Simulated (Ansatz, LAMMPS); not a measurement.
# Elastic response of glassy 55SiO2-45BaO (mol %) (107 atoms)

Aim: relax glassy 55SiO2-45BaO (mol %) (107 atoms), then change its volume and shape to read moduli from the stress.

Main program and level: Ansatz 0.2.0; Kohn-Sham DFT, PBE, PAW (set soft_2), plane waves.

### 1. The system as given

The cell holds 107 atoms: 23 Si, 19 Ba and 65 O. Cell: a = 12.124 Å, b = 12.124 Å, c = 12.124 Å, α = 90.0°, β = 90.0°, γ = 90.0°. 107 atoms (23 Si, 19 Ba, 65 O) placed at random at 3.99 g/cm³, melted at 4000 K for 10 ps at fixed volume with the Morse and Coulomb pair potential with partial charges (Pedone, Malavasi, Menziani, Cormack and Segre, J. Phys. Chem. B 110, 11780 (2006)). Quenched from 4000 K to 300 K at 100 K/ps and fixed volume, held 10 ps at zero pressure, then minimised at fixed cell.

What the set-up can't give: The quench rate of 100 K/ps is orders of magnitude faster than experiment, which tends to freeze in extra defects. The starting topology of bonds comes from the classical model, and needn't be the one that DFT or experiment would give. Only the Γ point is sampled. Spin–orbit coupling is left out, which matters for the levels of the heavy elements.

### 2. Single point at the start

The forces at the start show how far the geometry lies from a minimum of this functional.

Input file input.yaml:

```yaml
crystal:
  lattice:
    - [12.12446, 0.0, 0.0]
    - [0.0, 12.12446, 0.0]
    - [0.0, 0.0, 12.12446]
  atoms:
    - { symbol: Si, position: [0.6303, 0.96925, 0.57977] }
    - { symbol: Si, position: [0.73601, 0.56485, 0.30095] }
    - { symbol: Si, position: [0.268, 0.6091, 0.86902] }
    - { symbol: Si, position: [0.33079, 0.22458, 0.97548] }
    - { symbol: Si, position: [0.30468, 0.20609, 0.33406] }
    - { symbol: Si, position: [0.13502, 0.38366, 0.42254] }
    - { symbol: Si, position: [0.70764, 0.16244, 0.82845] }
    - { symbol: Si, position: [0.58645, 0.21308, 0.59149] }
    - { symbol: Si, position: [0.09956, 0.91777, 0.19597] }
    - { symbol: Si, position: [0.73392, 0.60068, 0.94037] }
    - { symbol: Si, position: [0.27665, 0.55909, 0.31214] }
    - { symbol: Si, position: [0.55082, 0.09567, 0.02388] }
    - { symbol: Si, position: [0.06507, 0.68982, 0.30626] }
    - { symbol: Si, position: [0.12547, 0.15797, 0.84558] }
    - { symbol: Si, position: [0.55647, 0.55259, 0.11651] }
    - { symbol: Si, position: [0.73756, 0.5634, 0.56618] }
    - { symbol: Si, position: [0.96903, 0.47322, 0.2298] }
    - { symbol: Si, position: [0.90355, 0.02818, 0.92543] }
    - { symbol: Si, position: [0.31834, 0.95758, 0.34382] }
    - { symbol: Si, position: [0.88951, 0.04808, 0.60167] }
    - { symbol: Si, position: [0.31393, 0.46094, 0.08094] }
    - { symbol: Si, position: [0.29773, 0.79821, 0.56069] }
    - { symbol: Si, position: [0.87999, 0.06567, 0.1888] }
    - { symbol: Ba, position: [0.03058, 0.68018, 0.0087] }
    - { symbol: Ba, position: [0.49934, 0.44387, 0.4584] }
    - { symbol: Ba, position: [0.7897, 0.82257, 0.75991] }
    - { symbol: Ba, position: [0.59172, 0.09639, 0.31938] }
    - { symbol: Ba, position: [0.37514, 0.83896, 0.07246] }
    - { symbol: Ba, position: [0.91206, 0.36604, 0.75599] }
    - { symbol: Ba, position: [0.87009, 0.28711, 0.45042] }
    - { symbol: Ba, position: [0.08132, 0.22961, 0.11606] }
    - { symbol: Ba, position: [0.13602, 0.87039, 0.7992] }
    - { symbol: Ba, position: [0.50209, 0.71508, 0.73585] }
    - { symbol: Ba, position: [0.02641, 0.6051, 0.61856] }
    - { symbol: Ba, position: [0.26837, 0.36399, 0.68663] }
    - { symbol: Ba, position: [0.71106, 0.82974, 0.0983] }
    - { symbol: Ba, position: [0.41718, 0.05844, 0.75609] }
    - { symbol: Ba, position: [0.14551, 0.03288, 0.53823] }
    - { symbol: Ba, position: [0.84573, 0.84016, 0.4154] }
    - { symbol: Ba, position: [0.5569, 0.41252, 0.81032] }
    - { symbol: Ba, position: [0.52709, 0.74805, 0.35841] }
    - { symbol: Ba, position: [0.75823, 0.33184, 0.09361] }
    - { symbol: O, position: [0.20072, 0.26945, 0.40096] }
    - { symbol: O, position: [0.26275, 0.18185, 0.21676] }
    - { symbol: O, position: [0.64001, 0.52472, 0.01006] }
    - { symbol: O, position: [0.18144, 0.09622, 0.74645] }
    - { symbol: O, position: [0.30868, 0.875, 0.44706] }
    - { symbol: O, position: [0.75144, 0.2713, 0.88156] }
    - { symbol: O, position: [0.79322, 0.53581, 0.84761] }
    - { symbol: O, position: [0.08616, 0.38618, 0.54055] }
    - { symbol: O, position: [0.10276, 0.28216, 0.82537] }
    - { symbol: O, position: [0.87758, 0.18736, 0.23203] }
    - { symbol: O, position: [0.14016, 0.8795, 0.07947] }
    - { symbol: O, position: [0.19786, 0.66712, 0.30738] }
    - { symbol: O, position: [0.40017, 0.58069, 0.31929] }
    - { symbol: O, position: [0.79446, 0.98511, 0.23912] }
    - { symbol: O, position: [0.9557, 0.95402, 0.66644] }
    - { symbol: O, position: [0.14601, 0.61246, 0.81866] }
    - { symbol: O, position: [0.04161, 0.80934, 0.25443] }
    - { symbol: O, position: [0.70209, 0.55462, 0.42977] }
    - { symbol: O, position: [0.35577, 0.54273, 0.79941] }
    - { symbol: O, position: [0.60074, 0.12208, 0.89913] }
    - { symbol: O, position: [0.74908, 0.68976, 0.27761] }
    - { symbol: O, position: [0.37606, 0.69694, 0.54812] }
    - { symbol: O, position: [0.01639, 0.09379, 0.8933] }
    - { symbol: O, position: [0.5311, 0.67822, 0.12433] }
    - { symbol: O, position: [0.00159, 0.668, 0.41277] }
    - { symbol: O, position: [0.66449, 0.70015, 0.89112] }
    - { symbol: O, position: [0.97026, 0.41362, 0.11793] }
    - { symbol: O, position: [0.62377, 0.89966, 0.47326] }
    - { symbol: O, position: [0.93481, 0.04862, 0.47649] }
    - { symbol: O, position: [0.31834, 0.08289, 0.39341] }
    - { symbol: O, position: [0.59565, 0.9156, 0.69094] }
    - { symbol: O, position: [0.92124, 0.89953, 0.923] }
    - { symbol: O, position: [0.00926, 0.01495, 0.19718] }
    - { symbol: O, position: [0.17111, 0.77593, 0.58167] }
    - { symbol: O, position: [0.37912, 0.26449, 0.85943] }
    - { symbol: O, position: [0.41296, 0.27114, 0.34623] }
    [... 23 atom lines left out ...]
    - { symbol: O, position: [0.02312, 0.59397, 0.22064] }
    - { symbol: O, position: [0.4785, 0.27975, 0.619] }
    - { symbol: O, position: [0.20394, 0.94447, 0.27466] }
    - { symbol: O, position: [0.62662, 0.53853, 0.63116] }
    - { symbol: O, position: [0.65568, 0.19598, 0.7084] }
    - { symbol: O, position: [0.42406, 0.14258, 0.0205] }
kpoints:
  mp_grid: { grid: [1, 1, 1] }
hamiltonian:
  xc: pbe
scf:
  occupations: { method: fixed }
output:
  forces: true
```

On the command line:

```bash
> ansatz run input.yaml --threads 4 --pin off --max-ram 8192MiB --backend cpu --events-out ev --progress --plain --runs-dir out
```

The program printed:

```text
[...]
Pseudopotentials: kind: paw
Pseudopotential: Si, paw, valence charge 4, recommended cutoff 420 eV (normal), Si.paw.azcp
Pseudopotential: Ba, paw, valence charge 10, recommended cutoff 420 eV (normal), Ba.paw.azcp
Pseudopotential: O, paw, valence charge 6, recommended cutoff 420 eV (normal), O.paw.azcp
[... 5 lines on functional and potentials left out ...]
Crystal: 107 atoms, lattice volume = 1782.326 Å³
Basis set: ecut = 420 eV, 34889 PW (Γ), exchange–correlation on 180×180×180 points (8 copies of the dense FFT grid, shifted against one another)
Bands: 443, of which v1, the nominal top of the filled ones, is band 336 counted from 1 (335 counted from 0)
Symmetry: 1 space group operations
Space group: P1 (ITA 1), of the structure as read, at distance tolerance 1.2e-4 Å
k-points: 1
[... 7 lines on functional and potentials left out ...]
Initial density: superposition of atomic densities (neutral atoms: chi_scale 0, normalization atom), corrected by the library's trained network
Initial wavefunctions: pseudopotential atomic-orbital guess
[...]
SCF iter   1: F=—  HF=-164687.500462 eV  |F-HF|=—  |Δ(HF+E_count)|=         —  Δρ=1.82e-3  dr2=7.55e-2  ethr=1.77e-3  ⟨swp⟩=7.0  Hψ=1537  notcnv=0  defer=104
preconditioner: auto → Resta (q_TF=auto, 2.319 Å⁻¹)  ε∞=3.4  [insulator: Δε(μ)=2.754 eV  Ē_g=14.338 eV  n_scr=388 (ndim 8)  ℏωp=22.1 eV  f_vac=0.092  ε∞_Penn≈3.4]
SCF iter   2: F=—  HF=-164687.510801 eV  |F-HF|=—  |Δ(HF+E_count)|=   1.03e-2  Δρ=9.59e-4  dr2=1.81e-2  ethr=1.12e-5  ⟨swp⟩=4.0  Hψ=744  notcnv=0  defer=105
SCF iter   3: F=—  HF=-164687.517102 eV  |F-HF|=—  |Δ(HF+E_count)|=   6.30e-3  Δρ=4.68e-4  dr2=5.41e-3  ethr=2.69e-6  ⟨swp⟩=3.0  Hψ=632  notcnv=0  defer=102
automatic band count: iteration 3 solves 440 bands in place of 443: the levels show a gap, and the empty bands left out lie too high to hold charge; the band table lists the bands solved (type scf.n_extra_bands for more)
SCF iter   4: F=—  HF=-164687.518067 eV  |F-HF|=—  |Δ(HF+E_count)|=   9.66e-4  Δρ=1.32e-4  dr2=4.03e-4  ethr=8.05e-7  ⟨swp⟩=3.0  Hψ=632  notcnv=0  defer=102
SCF iter   5: F=—  HF=-164687.518319 eV  |F-HF|=—  |Δ(HF+E_count)|=   2.52e-4  Δρ=8.53e-5  dr2=1.17e-4  ethr=6.00e-8  ⟨swp⟩=2.0  Hψ=643  notcnv=0  defer=102
SCF iter   6: F=—  HF=-164687.518337 eV  |F-HF|=—  |Δ(HF+E_count)|=   1.79e-5  Δρ=2.45e-5  dr2=1.01e-5  ethr=1.75e-8  ⟨swp⟩=2.0  Hψ=652  notcnv=0  defer=102
SCF iter   7: F=—  HF=-164687.521721 eV  |F-HF|=—  |Δ(HF+E_count)|=   3.38e-3  Δρ=1.05e-5  dr2=1.86e-6  ethr=1.51e-9  ⟨swp⟩=3.0  Hψ=757  notcnv=0  defer=102
SCF iter   8: F=—  HF=-164687.521723 eV  |F-HF|=—  |Δ(HF+E_count)|=   1.65e-6  Δρ=6.71e-6  dr2=6.97e-7  ethr=2.76e-10  ⟨swp⟩=2.0  Hψ=657  notcnv=0  defer=102
SCF iter   9: F=-164687.521723 eV  HF=-164687.521723 eV  |F-HF|=2.85e-8  |Δ(HF+E_count)|=   1.13e-7  Δρ=1.48e-6  dr2=3.94e-8  ethr=1.49e-11  ⟨swp⟩=3.0  Hψ=1741  notcnv=0
SCF 1 converged in 9 iterations: F = -164687.521723 eV  dr2 = 3.94e-8
[...]
SCF converged after 9 iterations
Free energy (F): -164687.521723 eV
Harris-Foulkes:  -164687.521723 eV  (|F-HF|=2.85e-8)
Internal energy: -164687.521723 eV  (E = F + TS)
E sigma→0 (E₀):  -164687.521723 eV
Fermi energy:    5.958894 eV
--- Per-component energies (eV) ---
[...]
Σ components = -164687.521723   (vs F -164687.521723, Δ=0.00e0)
--- Forces (eV/Å), atoms counted from 1 ---
  atom   1  Si     1.36201084     1.50307360     0.47038988
  atom   2  Si     0.07314811     0.09712910    -0.22607253
  atom   3  Si     0.13677295    -0.34165112     0.57131085
  atom   4  Si     0.59859476     0.43511969    -1.44058730
[...]
atom 107  O     -0.63573953    -0.85450812     0.69540130
  max |Σ_I F_I| component: 5.41e-5 eV/Å
```

The job ended after 18 s (4 threads of Arm Neoverse V2, shared host; peak memory 2.3 GiB).

The column dr2 measures how far the density is from self-consistency, as an energy; F and HF (Harris–Foulkes) agree once it is small.

The r.m.s. force at the start is 1.2 eV/Å.

### 3. Cell and atoms relaxed

Cell and atoms are freed together, to release stress as well as forces.

Input file input.yaml:

```yaml
crystal:
  lattice:
    - [12.12446, 0.0, 0.0]
    - [0.0, 12.12446, 0.0]
    - [0.0, 0.0, 12.12446]
  atoms:
    [... the 107 atom lines of step 2 ...]
kpoints:
  mp_grid: { grid: [1, 1, 1] }
hamiltonian:
  xc: pbe
scf:
  occupations: { method: fixed }
output:
  forces: true
relax:
  f_tol: 0.05
  max_steps: 150
  cell: {}
```

The program printed:

```text
[...]
Crystal: 107 atoms, lattice volume = 1782.326 Å³
Basis set: ecut = 420 eV, 34889 PW (Γ), exchange–correlation on 180×180×180 points (8 copies of the dense FFT grid, shifted against one another)
Bands: 443, of which v1, the nominal top of the filled ones, is band 336 counted from 1 (335 counted from 0)
Symmetry: 1 space group operations
[...]
k-points: 1
[...]
SCF iter   1: F=—  HF=-164687.500459 eV  |F-HF|=—  |Δ(HF+E_count)|=         —  Δρ=1.82e-3  dr2=7.55e-2  ethr=1.77e-3  ⟨swp⟩=7.0  Hψ=1537  notcnv=0  defer=104
[...]
SCF iter   9: F=-164687.521723 eV  HF=-164687.521723 eV  |F-HF|=2.85e-8  |Δ(HF+E_count)|=   1.13e-7  Δρ=1.48e-6  dr2=3.94e-8  ethr=1.49e-11  ⟨swp⟩=3.0  Hψ=1741  notcnv=0
SCF 1 converged in 9 iterations: F = -164687.521723 eV  dr2 = 3.94e-8
[...]
relax step   1: F+E_penalty+E_count = -164687.52172305 eV  Δ(F+E_penalty+E_count) = +0.000e0 eV  max|allowed force component| = 3.419e0 eV/Å  Δτ_max = 0.0000 Å  P = +4.024 GPa  Ω = 1782.326 Å³  (9 SCF iters, dr2 threshold 1.00e-7 eV, accepted)
[... from here on, the SCF cycles and remarks between the steps are left out ...]
relax step   2: F+E_penalty+E_count = -164692.54890539 eV  Δ(F+E_penalty+E_count) = -5.027e0 eV  max|allowed force component| = 1.595e0 eV/Å  Δτ_max = 0.1962 Å  P = +3.971 GPa  Ω = 1735.799 Å³  energy of the carried Pulay correction = +1.226e-1 eV  (8 SCF iters, dr2 threshold 1.07e-5 eV, accepted)
relax step   3: F+E_penalty+E_count = -164694.23144493 eV  Δ(F+E_penalty+E_count) = -1.683e0 eV  max|allowed force component| = 1.423e0 eV/Å  Δτ_max = 0.1788 Å  P = +1.673 GPa  Ω = 1752.936 Å³  energy of the carried Pulay correction = +7.706e-2 eV  (8 SCF iters, dr2 threshold 1.07e-5 eV, accepted)
relax step   4: F+E_penalty+E_count = -164695.10779516 eV  Δ(F+E_penalty+E_count) = -8.764e-1 eV  max|allowed force component| = 3.532e-1 eV/Å  Δτ_max = 0.2000 Å  P = +0.230 GPa  Ω = 1779.370 Å³  energy of the carried Pulay correction = +7.693e-3 eV  (8 SCF iters, dr2 threshold 1.07e-5 eV, accepted)
relax step   5: F+E_penalty+E_count = -164695.29248938 eV  Δ(F+E_penalty+E_count) = -1.847e-1 eV  max|allowed force component| = 2.751e-1 eV/Å  Δτ_max = 0.2000 Å  P = -0.030 GPa  Ω = 1787.402 Å³  energy of the carried Pulay correction = -1.318e-2 eV  (8 SCF iters, dr2 threshold 7.79e-6 eV, accepted)
relax step   6: F+E_penalty+E_count = -164695.34771210 eV  Δ(F+E_penalty+E_count) = -5.522e-2 eV  max|allowed force component| = 3.499e-1 eV/Å  Δτ_max = 0.2000 Å  P = +0.091 GPa  Ω = 1791.130 Å³  energy of the carried Pulay correction = -2.284e-2 eV  (8 SCF iters, dr2 threshold 4.73e-6 eV, accepted)
relax step   7: F+E_penalty+E_count = -164695.41743551 eV  Δ(F+E_penalty+E_count) = -6.972e-2 eV  max|allowed force component| = 1.701e-1 eV/Å  Δτ_max = 0.2000 Å  P = -0.039 GPa  Ω = 1796.591 Å³  energy of the carried Pulay correction = -3.694e-2 eV  (7 SCF iters, dr2 threshold 7.65e-6 eV, accepted)
relax step   8: F+E_penalty+E_count = -164695.44186245 eV  Δ(F+E_penalty+E_count) = -2.443e-2 eV  max|allowed force component| = 5.199e-1 eV/Å  Δτ_max = 0.1324 Å  P = -0.294 GPa  Ω = 1800.208 Å³  energy of the carried Pulay correction = -4.627e-2 eV  (8 SCF iters, dr2 threshold 1.81e-6 eV, accepted)
relax step   9: F+E_penalty+E_count = -164695.47662725 eV  Δ(F+E_penalty+E_count) = -3.476e-2 eV  max|allowed force component| = 2.050e-1 eV/Å  Δτ_max = 0.0388 Å  P = +0.018 GPa  Ω = 1797.882 Å³  energy of the carried Pulay correction = -4.027e-2 eV  (6 SCF iters, dr2 threshold 1.07e-5 eV, accepted)
relax step  10: F+E_penalty+E_count = -164695.52477220 eV  Δ(F+E_penalty+E_count) = -4.814e-2 eV  max|allowed force component| = 1.233e-1 eV/Å  Δτ_max = 0.2000 Å  P = +0.005 GPa  Ω = 1796.989 Å³  energy of the carried Pulay correction = -3.797e-2 eV  (8 SCF iters, dr2 threshold 2.63e-6 eV, accepted)
relax step  11: F+E_penalty+E_count = -164695.54011744 eV  Δ(F+E_penalty+E_count) = -1.535e-2 eV  max|allowed force component| = 7.578e-2 eV/Å  Δτ_max = 0.0866 Å  P = +0.043 GPa  Ω = 1795.133 Å³  energy of the carried Pulay correction = -3.318e-2 eV  (8 SCF iters, dr2 threshold 9.50e-7 eV, accepted)
relax step  12: F+E_penalty+E_count = -164695.53966613 eV  Δ(F+E_penalty+E_count) = +4.513e-4 eV  max|allowed force component| = 5.218e-2 eV/Å  Δτ_max = 0.0278 Å  P = -0.020 GPa  Ω = 1796.796 Å³  energy of the carried Pulay correction = -3.747e-2 eV  (7 SCF iters, dr2 threshold 3.59e-7 eV, accepted)
relax step  13: F+E_penalty+E_count = -164695.54363576 eV  Δ(F+E_penalty+E_count) = -3.970e-3 eV  max|allowed force component| = 2.294e-2 eV/Å  Δτ_max = 0.0385 Å  P = +0.001 GPa  Ω = 1796.242 Å³  energy of the carried Pulay correction = -3.604e-2 eV  (8 SCF iters, dr2 threshold 1.70e-7 eV, accepted)
relax step  14: F+E_penalty+E_count = -164695.62735560 eV  Δ(F+E_penalty+E_count) = -8.372e-2 eV  max|allowed force component| = 2.229e-2 eV/Å  Δτ_max = 0.0000 Å  P = +0.083 GPa  Ω = 1796.242 Å³  stress off target by 2.43e-1 GPa  SCF on the basis re-selected at this cell (its energy is not comparable with the rows above)  (7 SCF iters)
relax step  15: F+E_penalty+E_count = -164695.61278434 eV  Δ(F+E_penalty+E_count) = +1.457e-2 eV  max|allowed force component| = 4.806e-2 eV/Å  Δτ_max = 0.0791 Å  P = -0.021 GPa  Ω = 1803.327 Å³  energy of the carried Pulay correction = -1.910e-2 eV  (9 SCF iters, dr2 threshold 1.48e-7 eV, accepted)
relax step  16: F+E_penalty+E_count = -164695.63399148 eV  Δ(F+E_penalty+E_count) = -2.121e-2 eV  max|allowed force component| = 4.804e-2 eV/Å  Δτ_max = 0.0000 Å  P = -0.016 GPa  Ω = 1803.327 Å³  stress off target by 5.41e-2 GPa  SCF on the basis re-selected at this cell (its energy is not comparable with the rows above)  (6 SCF iters)
relax step  17: F+E_penalty+E_count = -164695.64452135 eV  Δ(F+E_penalty+E_count) = -1.053e-2 eV  max|allowed force component| = 2.809e-2 eV/Å  Δτ_max = 0.0437 Å  P = +0.005 GPa  Ω = 1801.698 Å³  energy of the carried Pulay correction = +4.298e-3 eV  (9 SCF iters, dr2 threshold 7.32e-9 eV, accepted)
relax step  18: F+E_penalty+E_count = -164695.64049830 eV  Δ(F+E_penalty+E_count) = +4.023e-3 eV  max|allowed force component| = 2.812e-2 eV/Å  Δτ_max = 0.0000 Å  P = +0.004 GPa  Ω = 1801.698 Å³  stress off target by 1.25e-2 GPa  SCF on the basis re-selected at this cell (its energy is not comparable with the rows above)  (5 SCF iters)
basis re-selected at this cell: Δ(F+E_penalty+E_count) = +4.023e-3 eV, ΔP = -0.001 GPa vs the last step (what re-selecting the basis moved, of the pressure what is left beyond the Pulay correction that the steps carried, after the strain that the cell walked since its last selection, [...]
SCF converged after 5 iterations
Free energy (F): -164695.640498 eV
[...]
Internal energy: -164695.640498 eV  (E = F + TS)
E sigma→0 (E₀):  -164695.640498 eV
Fermi energy:    5.345627 eV
[...]
Σ components = -164695.640498   (vs F -164695.640498, Δ=0.00e0)
--- Forces (eV/Å), atoms counted from 1 ---
  atom   1  Si     0.00289270    -0.00089060     0.00983838
  atom   2  Si     0.00629197     0.00230433    -0.01125715
  atom   3  Si    -0.02812003    -0.00182438     0.01087702
  atom   4  Si     0.00302330    -0.00736602    -0.00327090
[...]
atom 107  O      0.00451940    -0.01540994     0.00161451
  max |Σ_I F_I| component: 7.97e-6 eV/Å
--- Stress (GPa, compression-positive) ---
        0.004207      -0.002094       0.003226
       -0.002094       0.000862      -0.004797
        0.003225      -0.004797       0.008373
  P = ⅓ Tr σ = 0.0045 GPa (0.045 kbar)
--- Relaxed structure (15 steps of the walk, 15 accepted, 3 SCFs on fresh bases) ---
  F+E_penalty+E_count = -164695.64049830 eV   max|allowed force component| = 2.812e-2 eV/Å   (the final SCF, on the basis selected at the relaxed cell)
  cell:  # Å, volume = 1801.6977 Å³
    - [12.008324, 0.283187, 0.00949344]
    - [0.283187, 12.035901, -0.104953]
    - [0.00949344, -0.104953, 12.473669]
  atoms:
    - { symbol: Si, position: [0.629854, 0.971317, 0.572806] }
    - { symbol: Si, position: [0.742649, 0.567890, 0.308451] }
    - { symbol: Si, position: [0.291726, 0.623955, 0.871143] }
    - { symbol: Si, position: [0.330525, 0.239440, 0.955798] }
[...]
- { symbol: O, position: [0.405770, 0.137402, 0.00895196] }
```

Run time: 5 min. Hardware: 4 threads; peak memory 2.3 GiB; 19 min of CPU time.

The relaxation converged after 15 steps, with a largest force component of 0.028 eV/Å.

(Continued in part 2 of 4.)

[Long decimals in the printed logs are rounded to 6 places.]

[Logs are printed without paths, hosts, clocks, repeated set-up lines and the standing remarks that a program may print on its own settings, such as how far it seeks lower states.]

[Hosts, paths, dates, database ids (printed as entryN), source tags and the programs' standing remarks are cut or masked in the printed files.]
